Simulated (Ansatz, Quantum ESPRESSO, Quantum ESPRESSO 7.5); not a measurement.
## Complex bands of BP, zinc blende type, lattice constant set to 4.637 Å

Wanted: the complex band structure of BP, zinc blende type, lattice constant set to 4.637 Å, as for a tunnel barrier.

Main program and level: Quantum ESPRESSO 7.5; plane-wave DFT, LDA, GBRV ultrasoft pseudopotentials (cross-check by Ansatz 0.2.0 with PAW datasets).

This is a report of a sequence of runs, with most program output left out.

### Step 1. The starting structure

The structure is cubic, space group F-43m (No. 216). The conventional cell has a = 4.637 Å, b = 4.637 Å, c = 4.637 Å, α = 90.00°, β = 90.00°, γ = 90.00°. B has 4 P at 2.01 Å nearest. P has 4 B at 2.01 Å nearest. Farther neighbours are not listed.

### Step 2. SCF with pw.x

pwcond needs a cell whose third axis lies along the current and stands perpendicular to the other two.

Contents of scf.in:

```
&control
  prefix = 'scf'
  outdir = './out'
  pseudo_dir = './pseudo'
  calculation = 'scf'
  tprnfor = .true.
/
&system
  ibrav = 0
  nat = 4
  ntyp = 2
  ecutwfc = 40
  ecutrho = 200
  occupations = 'fixed'
  nbnd = 12
/
&electrons
  conv_thr = 1e-09
  mixing_beta = 0.6
  electron_maxstep = 120
/
ATOMIC_SPECIES
  B   10.8100  b_lda_v1.4.uspp.F.UPF
  P   30.9738  p_lda_v1.5.uspp.F.UPF
CELL_PARAMETERS angstrom
  3.27885414436202 0.00000000000000 0.00000000000000
  0.00000000000000 3.27885414436202 0.00000000000000
  0.00000000000000 0.00000000000000 4.63700000000000
ATOMIC_POSITIONS crystal
  B   0.000000000000 0.000000000000 0.000000000000
  P   0.500000000000 0.000000000000 0.250000000000
  B   0.500000000000 0.500000000000 0.500000000000
  P   0.000000000000 0.500000000000 0.750000000000
K_POINTS automatic
  8 8 6 0 0 0
```

The run is started by

```
$ OMP_NUM_THREADS=1 mpirun -n 2 pw.x -nk 2 -in scf.in > scf.out
```

The job ended after 14 s (2 MPI ranks of Arm Neoverse N1, shared host; peak memory 0.16 GiB; 28 s of CPU time).

Numbers from this step:

```
free energy                          : -598.7242 eV
valence top, on the run's zero       : 8.159 eV
conduction bottom, on the run's zero : 9.418 eV
gap by band count                    : 1.259 eV
```

The run needed 9 iterations to bring the estimated error under 1e-09 Ry.

### Step 3. Complex band structure

ikind = 0 solves one period of the crystal for all kz, real and complex, at each energy and k across. ewind and epsproj trim the two-dimensional plane-wave basis; nz1 sets the subslabs.

Contents of cbs.in:

```
&inputcond
  outdir = './out'
  prefixl = 'scf'
  band_file = 'cbs'
  ikind = 0
  ewind = 4.0
  epsproj = 1e-05
  nz1 = 7
  energy0 = 4.48
  denergy = -0.16
/
4
  0.00000000 0.00000000 1.00000000
  0.50000000 0.00000000 1.00000000
  0.50000000 0.50000000 1.00000000
  0.25000000 0.00000000 1.00000000
41
```

The run is started by

```
$ OMP_NUM_THREADS=1 mpirun -n 2 pwcond.x -in cbs.in > cbs.out
```

The job ended after 2.3 min (2 MPI ranks; peak memory 0.12 GiB; 4.5 min of CPU time).

Numbers from this step:

* peak of the smallest κ at the zone centre: 0.209 Å⁻¹
* energy of the peak at the zone centre: 0.96 eV
* peak of the smallest κ at (1/2, 0): 0.288 Å⁻¹
* peak of the smallest κ at (1/4, 0): 0.287 Å⁻¹

K across = (0, 0) in the cell's reciprocal vectors; values within 0.0025 1/Å of each other count once, columns are sorted by size at each energy, a dash where no further value was kept. The Im kz of the slowest decaying states by energy, zero at the highest filled level of the SCF mesh:

```
energy (eV)  decay 1 (Å⁻¹)  decay 2 (Å⁻¹)  decay 3 (Å⁻¹)
      -1.92          0.955           1.92           1.96
      -1.60          0.906           1.90           1.94
      -1.28          0.854           1.88           1.92
      -0.96            0.8           1.85           1.90
      -0.64          0.741           1.83           1.87
      -0.32          0.677           1.81           1.85
      -0.16          0.642           1.79           1.84
       0.00          0.005          0.013          0.606
       0.16          0.102          0.114          0.567
       0.48          0.165          0.192          0.479
       0.80          0.198          0.241          0.369
       1.12          0.204          0.217          0.278
       1.44          0.037          0.224          0.307
       1.76          0.223           0.33           1.65
       2.08          0.213          0.349           1.62
       2.40          0.195          0.364           1.60
       2.72          0.164          0.378           1.57
       2.88          0.142          0.383           1.56
       3.20          0.067          0.395           1.53
       3.52          0.174          0.407           1.51
       3.84          0.242          0.422           1.48
       4.16          0.273          0.438           1.46
       4.48          0.283          0.454           1.43
```

K across = (0, 0) in the cell's reciprocal vectors. Re kz of states that move upwards against energy, zero at the highest filled level of the SCF mesh:

```
energy (eV)  channel 1 (Å⁻¹)  channel 2 (Å⁻¹)  channel 3 (Å⁻¹)
      -1.92           -0.518           -0.518           -0.449
      -1.76           -0.482           -0.482           -0.426
      -1.60           -0.447           -0.447           -0.403
      -1.44           -0.412           -0.412           -0.378
      -1.28           -0.378           -0.378           -0.353
      -1.12           -0.343           -0.343           -0.327
      -0.96           -0.309           -0.309           -0.299
      -0.64           -0.239           -0.238           -0.238
      -0.48           -0.205           -0.200           -0.200
      -0.32           -0.165           -0.159           -0.159
      -0.16           -0.115           -0.109           -0.109
       0.00                -                -                -
       0.16                -                -                -
       0.32                -                -                -
       0.48                -                -                -
       0.64                -                -                -
       0.80                -                -                -
       0.96                -                -                -
       1.12                -                -                -
       1.44            0.498                -                -
       1.60           0.0171            0.592                -
       1.76            0.102            0.669                -
       1.92           -0.618            0.158                -
       2.08           -0.556            0.205                -
       2.24           -0.497            0.247                -
       2.40           -0.440            0.286                -
       2.56           -0.383            0.321                -
       2.72           -0.326            0.354                -
       2.88           -0.265            0.385                -
       3.04           -0.198            0.414                -
       3.20           -0.111            0.442                -
       3.52            0.119            0.119            0.495
       3.68            0.157            0.157            0.520
       3.84            0.190            0.190            0.544
       4.00            0.219            0.219            0.567
       4.16            0.246            0.246            0.590
       4.32            0.272            0.272            0.612
       4.48            0.297            0.297            0.634
```

K across = (1/2, 0) in the cell's reciprocal vectors; values within 0.0025 1/Å of each other count once, columns are sorted by size at each energy, a dash where no further value was kept. Table of Im kz of the slowest decaying states by energy, zero at the highest filled level of the SCF mesh:

```
energy (eV)  decay 1 (Å⁻¹)  decay 2 (Å⁻¹)  decay 3 (Å⁻¹)
      -1.92          0.312           1.33           2.25
      -1.60          0.066          0.255           1.30
      -1.28           0.15          0.488           1.26
      -0.96          0.196          0.571           1.22
      -0.64          0.227          0.614           1.18
      -0.32           0.25          0.638           1.14
      -0.16          0.259          0.645           1.12
       0.00          0.267          0.649           1.10
       0.16          0.273          0.652           1.07
       0.48          0.282          0.651           1.03
       0.80          0.287          0.645          0.982
       1.12          0.288          0.634          0.933
       1.44          0.284          0.619           0.88
       1.76          0.275            0.6          0.825
       2.08          0.261          0.576          0.764
       2.40           0.24          0.548          0.697
       2.72          0.209          0.516          0.621
       2.88          0.189          0.498          0.577
       3.20          0.123          0.457          0.473
       3.52          0.314          0.409           1.86
       3.84          0.067           0.35           1.83
       4.16          0.183          0.273           1.80
       4.48          0.153           0.17           1.77
```

K across = (1/2, 1/2) in the cell's reciprocal vectors; values within 0.0025 1/Å of each other count once, columns are sorted by size at each energy, a dash where no further value was kept. Table of Im kz of the slowest decaying states by energy, zero at the highest filled level of the SCF mesh:

```
energy (eV)  decay 1 (Å⁻¹)  decay 2 (Å⁻¹)  decay 3 (Å⁻¹)
      -1.92          0.321            2.2           2.37
      -1.76          0.323           2.19           2.37
      -1.60          0.324           2.18           2.36
      -1.44          0.324           2.17           2.35
      -1.28          0.323           2.16           2.34
      -1.12           0.32           2.15           2.33
      -0.96          0.317           2.14           2.32
      -0.64          0.307           2.12           2.30
      -0.48            0.3           2.11           2.29
      -0.32          0.292           2.10           2.29
      -0.16          0.283          0.286           2.08
       0.00          0.272          0.277           2.08
       0.16           0.26          0.266           2.06
       0.32          0.246          0.254           2.05
       0.48           0.23           0.24           2.04
       0.64          0.213          0.225           2.03
       0.80          0.192          0.208           2.02
       0.96          0.167          0.188           2.01
       1.12          0.136          0.164           2.00
       1.44          0.095           1.98           2.18
       1.60           1.96           2.17           2.26
       1.76           1.95           2.17           2.25
       1.92           1.94           2.15           2.24
       2.08           1.93           2.15           2.23
       2.24           1.92           2.14           2.21
       2.40           1.91           2.13           2.20
       2.56           1.89           2.12           2.19
       2.72           1.88           2.11           2.18
       2.88           1.87           2.10           2.17
       3.04           1.86           2.09           2.16
       3.20           1.84           2.08           2.15
       3.52           1.82           2.06           2.12
       3.68           1.81           2.04           2.11
       3.84           1.79           2.03           2.10
       4.00           1.78           2.02           2.09
       4.16           1.77           2.01           2.08
       4.32           1.75           2.00           2.06
       4.48           1.74           1.99           2.05
```

K across = (1/4, 0) in the cell's reciprocal vectors; values within 0.0025 1/Å of each other count once, columns are sorted by size at each energy, a dash where no further value was kept. The Im kz of the slowest decaying states by energy, zero at the highest filled level of the SCF mesh:

```
energy (eV)  decay 1 (Å⁻¹)  decay 2 (Å⁻¹)  decay 3 (Å⁻¹)
      -1.92           1.07           1.42           1.57
      -1.60           1.02           1.39           1.53
      -1.28           0.98           1.35           1.50
      -0.96          0.076          0.933           1.32
      -0.64          0.159          0.884           1.29
      -0.32          0.124          0.204          0.833
      -0.16          0.193          0.221          0.806
       0.00          0.235          0.238          0.778
       0.16          0.247          0.273          0.749
       0.48          0.266          0.324          0.687
       0.80          0.278          0.359          0.619
       1.12          0.285          0.383          0.542
       1.44          0.287          0.398          0.451
       1.76          0.284          0.332          0.405
       2.08          0.121          0.276          0.405
       2.40          0.262          0.396          0.922
       2.72          0.241          0.378          0.881
       2.88          0.227          0.364          0.861
       3.20          0.187          0.326          0.822
       3.52          0.113          0.267          0.785
       3.84          0.089          0.161           0.75
       4.16          0.109          0.685          0.719
       4.48          0.131          0.609           0.69
```

### Step 4. Complex bands with pwcond.x, with nz1 = 1

A sensitivity test on the input.

cbs.w.in, as its differences from the input of step 3:

```diff
@@ -3,3 +3,3 @@
   prefixl = 'scf'
-  band_file = 'cbs'
+  band_file = 'cbs.w'
   ikind = 0
@@ -7,3 +7,3 @@
   epsproj = 1e-05
-  nz1 = 7
+  nz1 = 1
   energy0 = 4.48
```

The run is started by

```
$ OMP_NUM_THREADS=1 mpirun -n 2 pwcond.x -in cbs.w.in > cbs.w.out
```

Run time: 2.4 min. Hardware: 2 MPI ranks; peak memory 0.11 GiB; 4 min of CPU time.

The changed values were drawn from a wide range, not chosen for quality; the comparison shows what they did here together.

Beside the run it was changed from:

```
                                       quantity  this run  unchanged run  difference
peak of the smallest κ at the zone centre (Å⁻¹)     0.213          0.209      0.0040
       peak of the smallest κ at (1/2, 0) (Å⁻¹)     0.287          0.288     -0.0010
                                  wall time (s)       146            137
```

The physical values in this table move by up to 1.9 %.

(Continued in part 2 of 2.)

[Logs are printed without paths, hosts, clocks, repeated set-up lines and the standing remarks that a program may print on its own settings, such as how far it seeks lower states.]

[Hosts, paths, dates, database ids (printed as entryN), source tags and the programs' standing remarks are cut or masked in the printed files.]

[Maps of the electrostatic potential energy from Ansatz leave out the sawtooth potential of an applied field or a dipole correction, so their vacuum need not be flat; planar profiles and work functions include it.]
